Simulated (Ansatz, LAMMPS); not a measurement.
# Force difference against the radius of support functions in ionic liquid Pyr13+ FSI- at 400 K (144 atoms)

Density of this cell: 1.33 g/cm³. The cell holds 144 atoms: 32 C, 8 N, 72 H, 8 S, 16 O and 8 F. Cell: a = 11.551 Å, b = 11.551 Å, c = 11.551 Å, α = 90.0°, β = 90.0°, γ = 90.0°. 4 Pyr13+, 4 FSI- placed at random, at 1.33 g/cm³; overlaps pushed apart, then 10 ps at 700 K with MMFF94 bonds, angles, torsions, charges and radii (Halgren, J. Comput. Chem. 17, 490 (1996)) in harmonic and 12-6 forms; charges of ions scaled by 0.8. Snapshot after 30 ps at 400 K and fixed volume.

Calculated with Ansatz 0.2.0: Kohn-Sham DFT, PBE+D4, PAW (set soft_2), localised support functions (medium), with the radius typed; the reference is Kohn-Sham DFT, PBE+D4, PAW (set soft_2), plane waves, cutoff 750 eV, Γ point, fixed occupations, with an r.m.s. force component of 1.05 eV/Å.

```
radius (Å)  r.m.s. force difference (meV/Å)     time
      3.29                            0.812     33 s
      3.56                            0.665     35 s
       3.8                            0.531     47 s
      4.07                            0.484     54 s
      4.58                                ?        ?
      5.08                            0.454  1.9 min
```

**Question.** Fit a power law of the radius to the rows given and interpolate to the withheld row.

**Working.**

A power law y = A x^b is a line in u = ln x and v = ln y.

| u = ln x | v = ln y |
| --- | --- |
| 1.19089 | -0.208255 |
| 1.26976 | -0.407968 |
| 1.33500 | -0.632993 |
| 1.40364 | -0.725670 |
| 1.62531 | -0.789658 |

With n = 5: mean u = 1.36492, mean v = -0.552909, Σ(u − ū)² = 0.10954, Σ(u − ū)(v − v̄) = -0.13971. Slope b = -0.13971 / 0.10954 = -1.2755; intercept a = v̄ − b ū = 1.1880.

At the withheld row u = 1.522, v = a + b u = -0.7529, and y = exp(v).

Prediction at 4.58: 0.4710 meV/Å. The run gave 0.456 meV/Å, so the fit is high by 0.015 meV/Å (3.3 % of the value).

The fitted exponent is -1.3. Between neighbouring rows, the withheld one included, the exponents are -2.5, -3.4, -1.4, -0.50 and -0.042, so one power law doesn't hold over the range: the values level off at a floor. Among the rows given, the largest relative miss of the fit is at 4.07, by 0.064 meV/Å (13 %).

Limits: The difference holds the reference's own basis error, which sets a floor under it.

[Logs are printed without paths, hosts, clocks, repeated set-up lines and the standing remarks that a program may print on its own settings, such as how far it seeks lower states.]

[Hosts, paths, dates, database ids (printed as entryN), source tags and the programs' standing remarks are cut or masked in the printed files.]

[The MMFF94 radii named for the starting cell were scaled by 0.96; in molecules described by MMFF94, hydrogen bound to N, O or S took a small fixed 12-6 site in their place.]
